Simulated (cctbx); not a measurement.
**A crystallographic session in cctbx: TlIn3TeSe**

Library: cctbx 2025.11. The data are simulated by the first script.

## 1. Simulate the data

run.py:

```python
from cctbx import adptbx, crystal, miller, sgtbx, xray
from cctbx.array_family import flex
from iotbx.shelx import hklf
from scitbx import matrix
import scitbx.random

cs = crystal.symmetry(unit_cell=(11.591, 15.47, 4.154, 90, 90, 90), space_group_symbol='Hall: -P 2 2n')  # Pnnm
atoms = [  # label, site, U (iso, or U11 U22 U33 U12 U13 U23 in A^2), occupancy
    ("Tl1", (0.9156, 0.6245, 0), (0.0115, 0.0045, 0.0076, 0.0030, 0.0000, 0.0000), 1),
    ("Te1", (0.8415, 0.4283, 0), (0.0118, 0.0138, 0.0267, -0.0047, 0.0000, 0.0000), 1),
    ("In1", (0.9086, 0.1418, 0.5), (0.0171, 0.0179, 0.0258, 0.0010, 0.0000, 0.0000), 1),
    ("In2", (0.1941, 0.0072, 0), (0.0146, 0.0149, 0.0148, 0.0001, 0.0000, 0.0000), 1),
    ("In3", (0.2455, 0.7429, 0), (0.0117, 0.0117, 0.0108, -0.0007, 0.0000, 0.0000), 1),
    ("Se1", (0.4125, 0.6779, 0.5), (0.0152, 0.0201, 0.0151, -0.0019, 0.0000, 0.0000), 1),
]
xs = xray.structure(crystal_symmetry=cs)
for label, site, u, occ in atoms:
    u = adptbx.u_cif_as_u_star(cs.unit_cell(), u) if isinstance(u, tuple) else u
    xs.add_scatterer(xray.scatterer(label, site=site, u=u, occupancy=occ))
xs.set_inelastic_form_factors(0.71073, "sasaki")
xs.show_summary()
p1 = xs.expand_to_p1()
ms = miller.build_set(p1, anomalous_flag=True, d_min=0.75)
flex.set_random_seed(577218)
scitbx.random.set_random_seed(577218)
ms = ms.select(flex.random_double(ms.size()) < 0.7)
i = ms.structure_factors_from_scatterers(p1, algorithm="direct").f_calc().as_intensity_array().data()
i = i / flex.sqrt(1 + 0.3 * i / flex.max(i))  # extinction
i = i * 5000 / flex.max(i)
sig = flex.sqrt(i + flex.pow2(0.015 * i) + 15 ** 2)
noise = scitbx.random.variate(scitbx.random.normal_distribution())(i.size())
data = ms.array(data=i + sig * noise, sigmas=sig).set_observation_type_xray_intensity()
with open("data.hkl", "w") as f:
    data.export_as_shelx_hklf(f)
print("reflections written:", data.size(), " <I/sigma> = %.1f" % flex.mean(data.data() / data.sigmas()))
for h, a, b in list(data.sort("data"))[:12]:
    print("%4d%4d%4d %9.1f %7.1f" % (h + (a, b)))
```

```console
$ python run.py
```

```text
Number of scatterers: 6
At special positions: 6
Unit cell: (11.591, 15.47, 4.154, 90, 90, 90)
Space group: P n n m (No. 58)
reflections written: 5233  <I/sigma> = 4.4
   0   0  -2    5056.4   104.2
   3  -1   1    2152.1    56.5
   3   1   1    2053.3    56.5
  -3   1   1    2053.3    56.5
   3  -1  -1    2036.9    56.5
  -3  -1  -1    1960.0    56.5
   0  -5  -1    1834.5    52.9
   0   5  -1    1807.8    52.9
   0   5   1    1766.7    52.9
   2   4   0    1576.6    48.7
  -2   4   0    1522.6    48.7
  -4  -4   0    1334.5    43.1
```

Run time: 0.28 s on 1 thread of Arm Neoverse V2 (shared host), peak memory 0.07 GiB.

## 2. Refinement (right model, isotropic)

run.py:

```python
import math
from cctbx import adptbx, crystal, maptbx, sgtbx, xray
from cctbx.array_family import flex
from cctbx.xray import observations
from iotbx.shelx import hklf
from scitbx.lstbx import normal_eqns_solving
from smtbx import absolute_structure, utils
from smtbx.refinement import constraints, least_squares

cs = crystal.symmetry(unit_cell=(11.591, 15.47, 4.154, 90, 90, 90), space_group_symbol='Hall: -P 2 2n')  # Pnnm
atoms = [  # label, site, U (iso, or U11 U22 U33 U12 U13 U23 in A^2), occupancy
    ("Tl1", (0.9154, 0.622, 0), 0.0200, 1),
    ("Te1", (0.8414, 0.4262, 0), 0.0200, 1),
    ("In1", (0.9101, 0.1398, 0.5), 0.0200, 1),
    ("In2", (0.1926, 0.004, 0), 0.0200, 1),
    ("In3", (0.2459, 0.7416, 0), 0.0200, 1),
    ("Se1", (0.4124, 0.6805, 0.5), 0.0200, 1),
]
xs = xray.structure(crystal_symmetry=cs)
for label, site, u, occ in atoms:
    u = adptbx.u_cif_as_u_star(cs.unit_cell(), u) if isinstance(u, tuple) else u
    xs.add_scatterer(xray.scatterer(label, site=site, u=u, occupancy=occ))
xs.set_inelastic_form_factors(0.71073, "sasaki")
raw = hklf.reader(file_name="data.hkl").as_miller_arrays(crystal_symmetry=cs, anomalous=True)[0]
merged = raw.eliminate_sys_absent().merge_equivalents()
fo2 = merged.array().set_observation_type_xray_intensity()
print("Rint %.3f, %d unique reflections to %.2f A" % (merged.r_int(), fo2.size(), fo2.d_min()))
for sc in xs.scatterers():
    sc.flags.set_grad_site(True)
    sc.flags.set_grad_u_aniso(sc.flags.use_u_aniso())
    sc.flags.set_grad_u_iso(sc.flags.use_u_iso())
obs = fo2.as_xray_observations()
extra = {}
rep = constraints.reparametrisation(xs, [], utils.connectivity_table(xs), **extra)
ls = least_squares.crystallographic_ls(obs, rep, weighting_scheme=least_squares.mainstream_shelx_weighting(a=0, b=0))
print("cycle     R1     wR2    GooF  max shift (A)")
for cycle in range(8):
    ls.build_up()
    r1, wr2, goof = ls.r1_factor(cutoff_factor=2)[0], ls.wR2(), ls.goof()
    old = xs.sites_cart()
    normal_eqns_solving.levenberg_marquardt_iterations(ls, n_max_iterations=3, tau=1e-06, step_threshold=1e-7)
    big = flex.max((xs.sites_cart() - old).norms())
    print("%4d %7.4f %7.4f %7.3f %9.5f" % (cycle + 1, r1, wr2, goof, big))
    ls.build_up(objective_only=True)
    if abs(ls.wR2() - wr2) < 5e-5 and big < 5e-4:
        break
ls.build_up()
print("final R1 %.4f wR2 %.4f GooF %.3f  parameters %d  data/parameter %.1f" % (ls.r1_factor(cutoff_factor=2)[0], ls.wR2(), ls.goof(), ls.n_parameters, fo2.size() / ls.n_parameters))
cov = ls.covariance_matrix_and_annotations()
su = dict(zip(cov.annotations, (math.sqrt(max(v, 0)) for v in cov.matrix.matrix_packed_u_diagonal())))
a2 = cs.unit_cell().reciprocal_parameters()[0] ** -2
print("atom        x        y        z      Ueq    occ   su(xyz)  su(Uiso or U11)")
for sc in xs.scatterers():
    s = max(su.get(sc.label + k, 0) for k in (".x", ".y", ".z"))
    npd = "" if sc.is_positive_definite_u(cs.unit_cell()) else "  NPD"
    print("%-5s %8.5f %8.5f %8.5f %8.4f %6.3f %8.5f %7.4f%s" % ((sc.label,) + sc.site + (sc.u_iso_or_equiv(cs.unit_cell()), sc.occupancy, s, su.get(sc.label + ".uiso", su.get(sc.label + ".u11", 0) * a2), npd)))
fo = fo2.f_sq_as_f()
fc = fo.structure_factors_from_scatterers(xs, algorithm="direct").f_calc()
diff = fo.f_obs_minus_f_calc(1 / math.sqrt(ls.scale_factor()), fc).average_bijvoet_mates()
m = diff.fft_map(symmetry_flags=maptbx.use_space_group_symmetry, resolution_factor=0.25).apply_volume_scaling()
print("difference map: max %.2f min %.2f rms %.2f" % (m.statistics().max(), m.statistics().min(), m.statistics().sigma()))
peaks = m.peak_search(parameters=maptbx.peak_search_parameters(min_distance_sym_equiv=0.6, max_clusters=6)).all()
near = xs.closest_distances(peaks.sites(), distance_cutoff=4)
sps = cs.special_position_settings(min_distance_sym_equiv=0.5)
for k, (x, h) in enumerate(zip(peaks.sites(), peaks.heights())):
    ss = sps.site_symmetry(x)
    print("Q%-3d %7.4f %7.4f %7.4f %4d %7.2f  %.2f A from %s" % ((k + 1,) + tuple(t % 1 for t in ss.exact_site()) + (ss.multiplicity(), h, near.smallest_distances[k], xs.scatterers()[near.i_seqs[k]].label)))
```

```console
$ python run.py
```

```text
Rint 0.117, 1053 unique reflections to 0.75 A
cycle     R1     wR2    GooF  max shift (A)
   1  0.1447  0.2337   3.455   0.05412
   2  0.0539  0.0879   1.300   0.00001
final R1 0.0539 wR2 0.0879 GooF 1.300  parameters 18  data/parameter 58.5
atom        x        y        z      Ueq    occ   su(xyz)  su(Uiso or U11)
Tl1    0.91557  0.62445  0.00000   0.0076  1.000  0.00009  0.0002
Te1    0.84175  0.42813  0.00000   0.0160  1.000  0.00016  0.0004
In1    0.90871  0.14184  0.50000   0.0205  1.000  0.00021  0.0004
In2    0.19418  0.00729  0.00000   0.0143  1.000  0.00017  0.0004
In3    0.24527  0.74307  0.00000   0.0112  1.000  0.00018  0.0004
Se1    0.41240  0.67766  0.50000   0.0162  1.000  0.00028  0.0005
difference map: max 8.90 min -9.97 rms 1.38
Q1    0.0455  0.3664  0.0000    4    8.93  0.47 A from Tl1
Q2    0.1231  0.3820  0.0000    4    8.56  0.46 A from Tl1
Q3    0.1669  0.5670  0.1152    8    7.54  0.49 A from Te1
Q4    0.0382  0.6441  0.0000    4    6.91  1.45 A from Tl1
Q5    0.1205  0.6059  0.0000    4    5.77  0.68 A from Te1
Q6    0.0355  0.2233  0.5000    4    5.67  1.94 A from In1
```

Time: 0.4 s.

## 3. Refinement (right model, anisotropic)

run.py, as its changes from the last script of this kind:

```diff
@@ -12,6 +12,6 @@
-    ("Tl1", (0.9154, 0.622, 0), 0.0200, 1),
-    ("Te1", (0.8414, 0.4262, 0), 0.0200, 1),
-    ("In1", (0.9101, 0.1398, 0.5), 0.0200, 1),
-    ("In2", (0.1926, 0.004, 0), 0.0200, 1),
-    ("In3", (0.2459, 0.7416, 0), 0.0200, 1),
-    ("Se1", (0.4124, 0.6805, 0.5), 0.0200, 1),
+    ("Tl1", (0.91557, 0.62445, 0), 0.0076, 1),
+    ("Te1", (0.84175, 0.42813, 0), 0.0160, 1),
+    ("In1", (0.90871, 0.14184, 0.5), 0.0205, 1),
+    ("In2", (0.19418, 0.00729, 0), 0.0143, 1),
+    ("In3", (0.24527, 0.74307, 0), 0.0112, 1),
+    ("Se1", (0.4124, 0.67766, 0.5), 0.0162, 1),
@@ -23,0 +24 @@
+xs.convert_to_anisotropic()
```

```console
$ python run.py
```

```text
Rint 0.117, 1053 unique reflections to 0.75 A
cycle     R1     wR2    GooF  max shift (A)
   1  0.0539  0.0879   1.311   0.00348
   2  0.0406  0.0656   0.979   0.00000
final R1 0.0406 wR2 0.0656 GooF 0.979  parameters 36  data/parameter 29.2
atom        x        y        z      Ueq    occ   su(xyz)  su(Uiso or U11)
Tl1    0.91557  0.62441  0.00000   0.0075  1.000  0.00007  0.0003
Te1    0.84157  0.42820  0.00000   0.0162  1.000  0.00012  0.0006
In1    0.90847  0.14171  0.50000   0.0199  1.000  0.00015  0.0008
In2    0.19401  0.00729  0.00000   0.0147  1.000  0.00013  0.0007
In3    0.24537  0.74302  0.00000   0.0113  1.000  0.00014  0.0006
Se1    0.41238  0.67780  0.50000   0.0162  1.000  0.00021  0.0010
difference map: max 5.70 min -5.51 rms 1.24
Q1    0.1946  0.6907  0.5000    4    5.91  2.31 A from In3
Q2    0.0416  0.6459  0.0000    4    5.27  1.50 A from Tl1
Q3    0.1330  0.7928  0.5000    4    4.93  1.12 A from In1
Q4    0.0359  0.2214  0.5000    4    4.89  1.92 A from In1
Q5    0.2373  0.3243  0.5000    4    4.72  1.27 A from In3
Q6    0.0939  0.7079  0.0000    4    4.69  1.84 A from In3
```

Time: 0.39 s.

## 4. Refinement

run.py, as its changes from the last script of this kind:

```diff
@@ -17 +16,0 @@
-    ("Se1", (0.4124, 0.67766, 0.5), 0.0162, 1),
@@ -38 +37 @@
-for cycle in range(8):
+for cycle in range(12):
```

```console
$ python run.py
```

```text
Rint 0.117, 1053 unique reflections to 0.75 A
cycle     R1     wR2    GooF  max shift (A)
   1  0.1984  0.3591   5.341   0.03278
   2  0.1952  0.3458   5.143   0.00008
final R1 0.1952 wR2 0.3458 GooF 5.143  parameters 30  data/parameter 35.1
atom        x        y        z      Ueq    occ   su(xyz)  su(Uiso or U11)
Tl1    0.91546  0.62420  0.00000   0.0078  1.000  0.00040  0.0020
Te1    0.84091  0.42849  0.00000   0.0159  1.000  0.00068  0.0039
In1    0.90861  0.14180  0.50000   0.0202  1.000  0.00086  0.0043
In2    0.19233  0.00569  0.00000   0.0129  1.000  0.00066  0.0035
In3    0.24584  0.74181  0.00000   0.0099  1.000  0.00075  0.0031
difference map: max 103.89 min -14.83 rms 3.35
Q1    0.0868  0.1780  0.0000    4  107.52  2.93 A from In2
Q2    0.2196  0.0068  0.0000    4   11.51  0.32 A from In2
Q3    0.0792  0.5795  0.0000    4   10.51  0.93 A from Te1
Q4    0.2543  0.4312  0.5000    4   10.43  1.31 A from In2
Q5    0.1825  0.8037  0.0000    4    9.96  1.21 A from In3
Q6    0.1187  0.7658  0.0000    4    9.81  1.52 A from In3
```

Time: 0.43 s.

This run holds a fault made on purpose: atom left out: Se1.

## 5. Refinement

run.py, as its changes from the last script of this kind:

```diff
@@ -16,0 +17 @@
+    ("Se1", (0.4124, 0.67766, 0.5), 0.0162, 1),
@@ -22 +23 @@
-xs.set_inelastic_form_factors(0.71073, "sasaki")
+# no anomalous dispersion
```

```console
$ python run.py
```

```text
Rint 0.117, 1053 unique reflections to 0.75 A
cycle     R1     wR2    GooF  max shift (A)
   1  0.0560  0.0909   1.355   0.00343
   2  0.0423  0.0661   0.986   0.00000
final R1 0.0423 wR2 0.0661 GooF 0.986  parameters 36  data/parameter 29.2
atom        x        y        z      Ueq    occ   su(xyz)  su(Uiso or U11)
Tl1    0.91557  0.62441  0.00000   0.0088  1.000  0.00007  0.0003
Te1    0.84159  0.42819  0.00000   0.0161  1.000  0.00012  0.0006
In1    0.90844  0.14176  0.50000   0.0204  1.000  0.00016  0.0008
In2    0.19396  0.00728  0.00000   0.0151  1.000  0.00013  0.0007
In3    0.24542  0.74304  0.00000   0.0117  1.000  0.00014  0.0006
Se1    0.41239  0.67778  0.50000   0.0146  1.000  0.00021  0.0010
difference map: max 6.99 min -5.06 rms 1.31
Q1    0.1928  0.6907  0.5000    4    7.17  2.31 A from In3
Q2    0.0419  0.6459  0.0000    4    5.70  1.50 A from Tl1
Q3    0.1346  0.7944  0.5000    4    5.59  1.11 A from In1
Q4    0.0937  0.7084  0.0000    4    5.41  1.84 A from In3
Q5    0.1584  0.1612  0.0000    4    5.07  0.86 A from Se1
Q6    0.0793  0.7354  0.5000    4    4.93  1.91 A from In1
```

Time: 0.39 s.

This run holds a fault made on purpose: anomalous dispersion left out.

## 6. Refinement

run.py, as its changes from the last script of this kind:

```diff
@@ -17 +17 @@
-    ("Se1", (0.4124, 0.67766, 0.5), 0.0162, 1),
+    ("Fe1", (0.4124, 0.67766, 0.5), 0.0162, 1),
@@ -23 +23 @@
-# no anomalous dispersion
+xs.set_inelastic_form_factors(0.71073, "sasaki")
```

```console
$ python run.py
```

```text
Rint 0.117, 1053 unique reflections to 0.75 A
cycle     R1     wR2    GooF  max shift (A)
   1  0.0788  0.1338   1.995   0.00388
   2  0.0469  0.0782   1.167   0.00001
final R1 0.0469 wR2 0.0782 GooF 1.167  parameters 36  data/parameter 29.2
atom        x        y        z      Ueq    occ   su(xyz)  su(Uiso or U11)
Tl1    0.91557  0.62442  0.00000   0.0082  1.000  0.00009  0.0004
Te1    0.84164  0.42820  0.00000   0.0166  1.000  0.00014  0.0008
In1    0.90842  0.14175  0.50000   0.0207  1.000  0.00018  0.0009
In2    0.19387  0.00719  0.00000   0.0151  1.000  0.00015  0.0008
In3    0.24531  0.74294  0.00000   0.0120  1.000  0.00017  0.0007
Fe1    0.41252  0.67775  0.50000  -0.0023  1.000  0.00025  0.0011  NPD
difference map: max 5.04 min -6.21 rms 1.27
Q1    0.1959  0.6905  0.5000    4    5.31  2.30 A from In3
Q2    0.1327  0.7933  0.5000    4    5.06  1.11 A from In1
Q3    0.0383  0.0532  0.0000    4    5.06  1.94 A from In2
Q4    0.0851  0.1801  0.1319    8    4.87  0.55 A from Fe1
Q5    0.0438  0.6445  0.0000    4    4.87  1.52 A from Tl1
Q6    0.0498  0.5195  0.0000    4    4.82  1.50 A from Te1
```

Run time: 0.4 s on 1 thread of Arm Neoverse V2 (shared host), peak memory 0.09 GiB.

This run holds a fault made on purpose: wrong element: Fe1 is Se.

[Logs are printed without paths, hosts, clocks, repeated set-up lines and the standing remarks that a program may print on its own settings, such as how far it seeks lower states.]
